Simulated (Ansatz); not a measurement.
# Pt(111) with 4 thermally displaced layers, 2x2: scattering by thermal displacements, part 2 of 2

How much do lattice vibrations at 180 K scatter the electrons of Pt? Layers with random displacements are laid between perfect leads, and the resistance is followed against their length.

Ansatz 0.2.0; Ansatz plane-wave DFT, PBE, PAW files; ballistic transport by layer matching (Landauer), zero bias; PAW set soft_1.

So far, open channels per spin nearest the Fermi level: step 2 (with 4 displaced layers) 6.89.

**3. With 8 displaced layers**

Each atom of 8 layers is moved at random, by amounts drawn from a normal law 0.0494 Å wide in each direction from the Debye model (240 K) at 180 K. A fresh draw is used; the growth of the resistance with length is what counts.

System of this step: Pt(111) with 8 thermally displaced layers, 2x2. The cell holds 56 atoms: 56 Pt. Cell: a = 5.546 Å, b = 5.546 Å, c = 31.740 Å, α = 87.5°, β = 92.5°, γ = 120.0°. It derives from Pt. Regions: lead, 24 atoms (24 Pt); scattering region, 32 atoms (32 Pt). The structure is stacked along c, and the current runs across the ab planes.

input.yaml reads:

```yaml
crystal:
  lattice:
    - [5.5462627489, 0.0, 0.0]
    - [-2.7731313745, 4.8032044366, 0.0]
    - [-1.3865656872, 0.8005340728, 31.6995319999]
  atoms:
    - { symbol: Pt, position: [0.005952381, 0.994047619, 0.0357142857] }
    - { symbol: Pt, position: [0.005952381, 0.494047619, 0.0357142857] }
    - { symbol: Pt, position: [0.505952381, 0.994047619, 0.0357142857] }
    - { symbol: Pt, position: [0.505952381, 0.494047619, 0.0357142857] }
    - { symbol: Pt, position: [0.1845238095, 0.3154761905, 0.1071428571] }
    - { symbol: Pt, position: [0.1845238095, 0.8154761905, 0.1071428571] }
    - { symbol: Pt, position: [0.6845238095, 0.3154761905, 0.1071428571] }
    - { symbol: Pt, position: [0.6845238095, 0.8154761905, 0.1071428571] }
    - { symbol: Pt, position: [0.3630952381, 0.1369047619, 0.1785714286] }
    - { symbol: Pt, position: [0.3630952381, 0.6369047619, 0.1785714286] }
    - { symbol: Pt, position: [0.8630952381, 0.1369047619, 0.1785714286] }
    - { symbol: Pt, position: [0.8630952381, 0.6369047619, 0.1785714286] }
    - { symbol: Pt, position: [0.0645876219, 0.9717768613, 0.250557382] }
    - { symbol: Pt, position: [0.0310433857, 0.4581168435, 0.2510238594] }
    - { symbol: Pt, position: [0.5323274039, 0.9622886051, 0.2506704292] }
    - { symbol: Pt, position: [0.5416051264, 0.4463171535, 0.2489679874] }
    - { symbol: Pt, position: [0.2107794098, 0.2672689496, 0.3241413455] }
    - { symbol: Pt, position: [0.217443364, 0.7832152177, 0.3210252934] }
    - { symbol: Pt, position: [0.741313138, 0.2931878097, 0.3224163685] }
    - { symbol: Pt, position: [0.7010414043, 0.7801197249, 0.3224948704] }
    - { symbol: Pt, position: [0.4050524158, 0.0943567186, 0.3956988104] }
    - { symbol: Pt, position: [0.3838776351, 0.5941382814, 0.3943154769] }
    - { symbol: Pt, position: [0.9096011626, 0.1217521939, 0.3931511635] }
    - { symbol: Pt, position: [0.8909384356, 0.5975878284, 0.3911553563] }
    - { symbol: Pt, position: [0.069387155, 0.9289568353, 0.4651921192] }
    - { symbol: Pt, position: [0.0854761697, 0.4144127903, 0.4669201006] }
    - { symbol: Pt, position: [0.5828093983, 0.9389370039, 0.4636107276] }
    - { symbol: Pt, position: [0.5723784656, 0.4249219856, 0.4658944017] }
    - { symbol: Pt, position: [0.254025554, 0.2383693782, 0.5336224763] }
    - { symbol: Pt, position: [0.2463035072, 0.7489644926, 0.537257874] }
    - { symbol: Pt, position: [0.7491855457, 0.2327621935, 0.5370759103] }
    - { symbol: Pt, position: [0.7410305026, 0.736546549, 0.5366828451] }
    - { symbol: Pt, position: [0.4163032298, 0.0696043019, 0.6062357114] }
    - { symbol: Pt, position: [0.4351608708, 0.5646444538, 0.6074580813] }
    - { symbol: Pt, position: [0.9371780865, 0.0573008867, 0.6093590664] }
    - { symbol: Pt, position: [0.945641322, 0.5738579773, 0.6089596165] }
    - { symbol: Pt, position: [0.1244795517, 0.8955732538, 0.6786893268] }
    - { symbol: Pt, position: [0.0994818791, 0.385714763, 0.6773712688] }
    - { symbol: Pt, position: [0.6015952061, 0.8897128167, 0.6776847006] }
    - { symbol: Pt, position: [0.5986174623, 0.3760993307, 0.6789900605] }
    - { symbol: Pt, position: [0.3016663244, 0.2219490673, 0.7499782982] }
    - { symbol: Pt, position: [0.3084694297, 0.7224679387, 0.7517938353] }
    - { symbol: Pt, position: [0.7769939825, 0.2208919523, 0.7505296823] }
    - { symbol: Pt, position: [0.7974542056, 0.7120549012, 0.7505969604] }
    - { symbol: Pt, position: [0.4702380952, 0.0297619048, 0.8214285714] }
    - { symbol: Pt, position: [0.4702380952, 0.5297619048, 0.8214285714] }
    - { symbol: Pt, position: [0.9702380952, 0.0297619048, 0.8214285714] }
    - { symbol: Pt, position: [0.9702380952, 0.5297619048, 0.8214285714] }
    - { symbol: Pt, position: [0.1488095238, 0.8511904762, 0.8928571429] }
    - { symbol: Pt, position: [0.1488095238, 0.3511904762, 0.8928571429] }
    - { symbol: Pt, position: [0.6488095238, 0.8511904762, 0.8928571429] }
    - { symbol: Pt, position: [0.6488095238, 0.3511904762, 0.8928571429] }
    - { symbol: Pt, position: [0.3273809524, 0.1726190476, 0.9642857143] }
    - { symbol: Pt, position: [0.3273809524, 0.6726190476, 0.9642857143] }
    - { symbol: Pt, position: [0.8273809524, 0.1726190476, 0.9642857143] }
    - { symbol: Pt, position: [0.8273809524, 0.6726190476, 0.9642857143] }
kpoints:
  mp_grid: { grid: [5, 5, 1] }
hamiltonian:
  xc: pbe
  pseudopotentials: { kind: paw, azcp: { folder: soft_1 } }
scf:
  occupations: { method: fermi_dirac, width: 0.1 }
output:
  transmission:
    leads: [[0, 4]]
    kmesh: [10, 10]
    e_range: [-0.05, 0.05]
    de: 0.05
  write_potential: true
  write_density: true
  volumetric_format: npy
```

Launch:

```sh
$ ansatz run input.yaml --threads 4 --pin off --max-ram 15360MiB --backend cpu --events-out ev --progress --plain --runs-dir out
```

Numbers of over 12 decimals in the logs are rounded to 6 here.

The log of the run:

```text
[...]
Crystal: 56 atoms, lattice volume = 844.470 Å³
Basis set: ecut = 420 eV, 16521 PW (Γ)
Bands: 605, of which v1, the nominal top of the filled ones, is band 504 counted from 1 (503 counted from 0)
Symmetry: 1 space group operations
[...]
k-points: 13 of 25 (time reversal used)
[...]
SCF iter   1: F=—  HF=-701400.518999 eV  |F-HF|=—  |Δ(HF+E_count)|=         —  Δρ=8.55e-2  dr2=5.91e1  ethr=3.10e-3  ⟨swp⟩=4.5  Hψ=23100  notcnv=0  defer=316
[...]
SCF iter   9: F=-701382.176164 eV  HF=-701382.176164 eV  |F-HF|=6.02e-8  |Δ(HF+E_count)|=   3.21e-8  Δρ=1.08e-6  dr2=6.42e-8  ethr=9.92e-12  ⟨swp⟩=7.9  Hψ=24466  notcnv=0
SCF 1 converged in 9 iterations: F = -701382.176164 eV  dr2 = 6.42e-8
[...]
transmission: 298 of 2964 steps passed
transmission: 595 of 2964 steps passed
[...]
transmission: 2964 of 2964 steps passed
SCF converged after 9 iterations
Free energy (F): -701382.176164 eV
[...]
Internal energy: -701379.072295 eV  (E = F + TS)
E sigma→0 (E₀):  -701380.624230 eV
Entropy (-TS):   -3.103869 eV (-55.426 meV/atom)
Fermi energy:    23.431114 eV
[...]
--- Band table (eV; the first three rows and the last of 13) ---
  k-point 0: bands = [... 500 lower, 23.6240, 23.6267, 23.6367, 23.6456, 23.6594, 23.6799, 23.6988, 23.7032, ... 97 higher]
  k-point 1: bands = [... 500 lower, 23.4121, 23.4270, 23.4433, 23.4570, 23.4700, 23.4800, 23.5079, 23.5256, ... 97 higher]
  k-point 2: bands = [... 500 lower, 23.4473, 23.4530, 23.4632, 23.4776, 23.4800, 23.5201, 23.5292, 23.5406, ... 97 higher]
  k-point 12: bands = [... 500 lower, 23.3147, 23.3367, 23.3649, 23.3987, 23.4114, 23.4287, 23.4520, 23.4952, ... 97 higher]
--- Transmission ---
  basis      : 241 plane waves across, 57 finite elements along
  points     : 52, standing for a mesh of 10 x 10
[...]
channels       : 6.890000e0 a spin
[...]
junction   : crystal 0 to crystal 0, 0.70 to 30.13 Å
    transmission   : 5.578458e0 a spin
[...]
```

Wall time 17 min (4 threads of Arm Neoverse V1, shared host); peak memory 9.6 GiB; 64 min of CPU time.

Numbers from this step:

```
free energy                                   : -701382.1762 eV
energy at zero smearing                       : -701380.6242 eV
transmission per spin nearest the Fermi level : 5.578
step of the lead's potential                  : 3.5 meV
```

Per spin. Table of transmission, zone mean by energy, zero at the Fermi level:

```csv
energy (eV),"transmission, zone mean"
-0.0500,5.77
0.0000,5.58
0.0500,5.25
```

Over the solved energies the transmission per spin lies between 5.25 and 5.77, out of 6.75 channels of the lead on average (up to 7.14).

**4. With 12 displaced layers**

Each atom of 12 layers is moved at random, by amounts drawn from a normal law 0.0494 Å wide in each direction from the Debye model (240 K) at 180 K. A fresh draw is used; the growth of the resistance with length is what counts.

System of this step: Pt(111) with 12 thermally displaced layers, 2x2. The cell holds 72 atoms: 72 Pt. Its edges and angles: a = 5.546 Å, b = 5.546 Å, c = 40.757 Å, α = 90.0°, β = 90.0°, γ = 120.0°. It derives from Pt. Regions: lead, 24 atoms (24 Pt); scattering region, 48 atoms (48 Pt). The structure is stacked along c, and the current runs across the ab planes.

input.yaml reads:

```yaml
crystal:
  lattice:
    - [5.5462627489, 0.0, 0.0]
    - [-2.7731313745, 4.8032044366, 0.0]
    - [0.0, 0.0, 40.7565411427]
  atoms:
    - { symbol: Pt, position: [0.0, 0.0, 0.0277777778] }
    - { symbol: Pt, position: [0.0, 0.5, 0.0277777778] }
    - { symbol: Pt, position: [0.5, 0.0, 0.0277777778] }
    - { symbol: Pt, position: [0.5, 0.5, 0.0277777778] }
    - { symbol: Pt, position: [0.1666666667, 0.3333333333, 0.0833333333] }
    - { symbol: Pt, position: [0.1666666667, 0.8333333333, 0.0833333333] }
    - { symbol: Pt, position: [0.6666666667, 0.3333333333, 0.0833333333] }
    - { symbol: Pt, position: [0.6666666667, 0.8333333333, 0.0833333333] }
    - { symbol: Pt, position: [0.3333333333, 0.1666666667, 0.1388888889] }
    - { symbol: Pt, position: [0.3333333333, 0.6666666667, 0.1388888889] }
    - { symbol: Pt, position: [0.8333333333, 0.1666666667, 0.1388888889] }
    - { symbol: Pt, position: [0.8333333333, 0.6666666667, 0.1388888889] }
    - { symbol: Pt, position: [0.0010001154, 0.9963056884, 0.192137671] }
    - { symbol: Pt, position: [0.9948927049, 0.4917271502, 0.1957547337] }
    - { symbol: Pt, position: [0.4978555316, 0.0008592158, 0.1934138323] }
    - { symbol: Pt, position: [0.4953889356, 0.4998812897, 0.1926426142] }
    - { symbol: Pt, position: [0.1688010825, 0.3322415266, 0.2485616659] }
    - { symbol: Pt, position: [0.1479291573, 0.8386142031, 0.2496390165] }
    - { symbol: Pt, position: [0.660726775, 0.3309025826, 0.2522034711] }
    - { symbol: Pt, position: [0.6666685269, 0.8342249095, 0.2481961104] }
    - { symbol: Pt, position: [0.3527396536, 0.1761104137, 0.3068497979] }
    - { symbol: Pt, position: [0.3384758754, 0.6761018376, 0.3060055316] }
    - { symbol: Pt, position: [0.8380160608, 0.1651001374, 0.3037676599] }
    - { symbol: Pt, position: [0.8325462671, 0.646750036, 0.305264501] }
    - { symbol: Pt, position: [0.992809774, 0.9892657915, 0.3618548584] }
    - { symbol: Pt, position: [0.9959658999, 0.4955032938, 0.3617417037] }
    - { symbol: Pt, position: [0.5029001734, 0.0142968363, 0.3615374427] }
    - { symbol: Pt, position: [0.4857655712, 0.4799875891, 0.3595247447] }
    - { symbol: Pt, position: [0.176094285, 0.3328124633, 0.4163232226] }
    - { symbol: Pt, position: [0.1747134932, 0.8201309643, 0.4159562361] }
    - { symbol: Pt, position: [0.6654715997, 0.3393685306, 0.4158617671] }
    - { symbol: Pt, position: [0.6529376961, 0.816811455, 0.4175514019] }
    - { symbol: Pt, position: [0.3380676079, 0.1617632984, 0.4724203613] }
    - { symbol: Pt, position: [0.3193824363, 0.6618102717, 0.4738937418] }
    - { symbol: Pt, position: [0.8464335826, 0.1904473468, 0.4712673202] }
    - { symbol: Pt, position: [0.8374998366, 0.664654316, 0.472908586] }
    - { symbol: Pt, position: [0.9970474984, 0.9942235614, 0.5267253177] }
    - { symbol: Pt, position: [0.0269327167, 0.4992038837, 0.5253314731] }
    - { symbol: Pt, position: [0.4977078955, 0.0069790948, 0.5271712439] }
    - { symbol: Pt, position: [0.5172859385, 0.5103177326, 0.5275929838] }
    - { symbol: Pt, position: [0.1572860827, 0.3229908693, 0.5824842409] }
    - { symbol: Pt, position: [0.1597334639, 0.8457302411, 0.5852629285] }
    - { symbol: Pt, position: [0.6493878421, 0.3211702148, 0.5811880449] }
    - { symbol: Pt, position: [0.6420879958, 0.8013596624, 0.581947695] }
    - { symbol: Pt, position: [0.3431150776, 0.163108643, 0.6399255399] }
    - { symbol: Pt, position: [0.3380359591, 0.684789298, 0.6391305497] }
    - { symbol: Pt, position: [0.8430642599, 0.1929388873, 0.6384952892] }
    - { symbol: Pt, position: [0.8234864338, 0.6687449358, 0.6388417802] }
    - { symbol: Pt, position: [0.0047620493, 0.9905135786, 0.6954206041] }
    - { symbol: Pt, position: [0.0041651658, 0.4931274633, 0.6946424671] }
    - { symbol: Pt, position: [0.5046674001, 0.0241455129, 0.6935902899] }
    - { symbol: Pt, position: [0.4904759157, 0.4890292791, 0.694024583] }
    - { symbol: Pt, position: [0.1705657324, 0.341236223, 0.7492594509] }
    - { symbol: Pt, position: [0.1577206743, 0.8187533416, 0.748996322] }
    - { symbol: Pt, position: [0.6965908288, 0.3440508985, 0.7490520957] }
    - { symbol: Pt, position: [0.6497241938, 0.8232916133, 0.749973688] }
    - { symbol: Pt, position: [0.3298120289, 0.159004928, 0.80399488] }
    - { symbol: Pt, position: [0.3483370824, 0.6713158863, 0.8051011869] }
    - { symbol: Pt, position: [0.8286411095, 0.1612161847, 0.8019939938] }
    - { symbol: Pt, position: [0.8288547655, 0.6556475027, 0.8043392521] }
    - { symbol: Pt, position: [0.0, 0.0, 0.8611111111] }
    - { symbol: Pt, position: [0.0, 0.5, 0.8611111111] }
    - { symbol: Pt, position: [0.5, 0.0, 0.8611111111] }
    - { symbol: Pt, position: [0.5, 0.5, 0.8611111111] }
    - { symbol: Pt, position: [0.1666666667, 0.3333333333, 0.9166666667] }
    - { symbol: Pt, position: [0.1666666667, 0.8333333333, 0.9166666667] }
    - { symbol: Pt, position: [0.6666666667, 0.3333333333, 0.9166666667] }
    - { symbol: Pt, position: [0.6666666667, 0.8333333333, 0.9166666667] }
    - { symbol: Pt, position: [0.3333333333, 0.1666666667, 0.9722222222] }
    - { symbol: Pt, position: [0.3333333333, 0.6666666667, 0.9722222222] }
    - { symbol: Pt, position: [0.8333333333, 0.1666666667, 0.9722222222] }
    - { symbol: Pt, position: [0.8333333333, 0.6666666667, 0.9722222222] }
kpoints:
  mp_grid: { grid: [5, 5, 1] }
hamiltonian:
  xc: pbe
  pseudopotentials: { kind: paw, azcp: { folder: soft_1 } }
scf:
  occupations: { method: fermi_dirac, width: 0.1 }
output:
  transmission:
    leads: [[0, 4]]
    kmesh: [10, 10]
    e_range: [-0.05, 0.05]
    de: 0.05
  write_potential: true
  write_density: true
  volumetric_format: npy
```

The log of the run:

```text
[...]
Crystal: 72 atoms, lattice volume = 1085.747 Å³
Basis set: ecut = 420 eV, 21305 PW (Γ)
Bands: 778, of which v1, the nominal top of the filled ones, is band 648 counted from 1 (647 counted from 0)
Symmetry: 1 space group operations
[...]
k-points: 13 of 25 (time reversal used)
[...]
SCF iter   1: F=—  HF=-901800.021666 eV  |F-HF|=—  |Δ(HF+E_count)|=         —  Δρ=8.56e-2  dr2=7.69e1  ethr=3.10e-3  ⟨swp⟩=4.3  Hψ=29828  notcnv=0  defer=408
[...]
SCF iter  10: F=-901776.402899 eV  HF=-901776.402899 eV  |F-HF|=6.98e-9  |Δ(HF+E_count)|=   1.51e-9  Δρ=2.86e-7  dr2=7.86e-9  ethr=7.72e-12  ⟨swp⟩=8.0  Hψ=28294  notcnv=0
SCF 1 converged in 10 iterations: F = -901776.402899 eV  dr2 = 7.86e-9
[...]
transmission: 391 of 3900 steps passed
transmission: 781 of 3900 steps passed
[...]
transmission: 3900 of 3900 steps passed
SCF converged after 10 iterations
Free energy (F): -901776.402899 eV
[...]
Internal energy: -901772.363863 eV  (E = F + TS)
E sigma→0 (E₀):  -901774.383381 eV
Entropy (-TS):   -4.039036 eV (-56.098 meV/atom)
Fermi energy:    23.430621 eV
[...]
--- Band table (eV; the first three rows and the last of 13) ---
  k-point 0: bands = [... 644 lower, 23.6109, 23.6226, 23.6359, 23.6389, 23.6518, 23.6587, 23.6699, 23.6896, ... 126 higher]
  k-point 1: bands = [... 644 lower, 23.4216, 23.4235, 23.4392, 23.4485, 23.4630, 23.4704, 23.4802, 23.5064, ... 126 higher]
  k-point 2: bands = [... 644 lower, 23.4340, 23.4375, 23.4716, 23.4943, 23.5056, 23.5126, 23.5230, 23.5321, ... 126 higher]
  k-point 12: bands = [... 644 lower, 23.3398, 23.3687, 23.4078, 23.4179, 23.4244, 23.4355, 23.4433, 23.4481, ... 126 higher]
--- Transmission ---
  basis      : 241 plane waves across, 75 finite elements along
  points     : 52, standing for a mesh of 10 x 10
[...]
channels       : 6.890000e0 a spin
[...]
junction   : crystal 0 to crystal 0, 0.70 to 39.19 Å
    transmission   : 4.767097e0 a spin
[...]
```

Wall time 30 min (4 threads); peak memory 8.4 GiB.

Numbers from this step:

```
free energy                                   : -901776.4029 eV
energy at zero smearing                       : -901774.3834 eV
transmission per spin nearest the Fermi level : 4.767
step of the lead's potential                  : 11.9 meV
```

Per spin. The transmission, zone mean by energy, zero at the Fermi level:

```csv
energy (eV),"transmission, zone mean"
-0.0500,4.96
0.0000,4.77
0.0500,4.59
```

Over the solved energies the transmission per spin lies between 4.59 and 4.96, out of 6.71 channels of the lead on average (up to 7.04).

**5. Resistance against length**

This step: Ansatz plane-wave DFT, PBE, PAW files; ballistic transport by layer matching (Landauer), zero bias; resistivity from the slope of the area resistance; PAW set soft_1 (Ansatz 0.2.0).

This step gave:

```yaml
resistivity: 8.713 µΩ cm
intercept: -0.03428 fΩ m²
scatter_about_the_fit: 0.008436 fΩ m²
```

Resistance, by row:

```csv
run,length (Å),T,channels N,RA (fΩ m²)
n4,9.057,6.143,6.753,0.0506
n8,18.11,5.534,6.747,0.1116
n12,27.17,4.771,6.713,0.2084
```

Table of area resistance by length of the displaced region:

```csv
length of the displaced region (Å),area resistance (fΩ m²)
9.06,0.0506
18.11,0.112
27.17,0.208
```

The area resistance goes from 0.051 to 0.21 fΩ m² between 9.1 and 27.2 Å, a slope of 8.7 µΩ cm.

By hand from the end points: (0.2084 − 0.05060) fΩ m² / (27.17 − 9.06) Å = 8.7 µΩ cm, since 1 fΩ m² per Å is 1000 µΩ cm.

**6. What came out**

```yaml
resistivity_from_the_slope: 8.71 µΩ cm
area_resistance_over_9p06_a: 0.0506 fΩ m²
area_resistance_over_18p1_a: 0.112 fΩ m²
area_resistance_over_27p2_a: 0.208 fΩ m²
```

What this shows: The slope gives 8.7 µΩ cm. The points scatter by 0.0084 fΩ m² about the line, with one random draw a length in a 2x2 cell, so the slope is a rough value. The mean square of the displacements drawn is 0.78, 0.99 and 1.2 of the nominal one at the three lengths; with each resistance scaled back by that, the slope is 6.2 µΩ cm, the value used below. Read with a model of isotropic scattering on a spherical Fermi surface and the lead's 2.0×10¹⁵ S/m², this slope means a mean free path near 68 Å; over these lengths the model's slope is 1.10 times its bulk resistivity, which would be 5.6 µΩ cm. Uncorrelated displacements put too much weight on short waves, which scatter strongly; with the sideways repeat of a small cell, one draw and three short lengths, the method is good to a factor of two or three. Spin-orbit coupling is left out, which matters for Pt.

[Logs are printed without paths, hosts, clocks, repeated set-up lines and the standing remarks that a program may print on its own settings, such as how far it seeks lower states.]

[Hosts, paths, dates, database ids (printed as entryN), source tags and the programs' standing remarks are cut or masked in the printed files.]
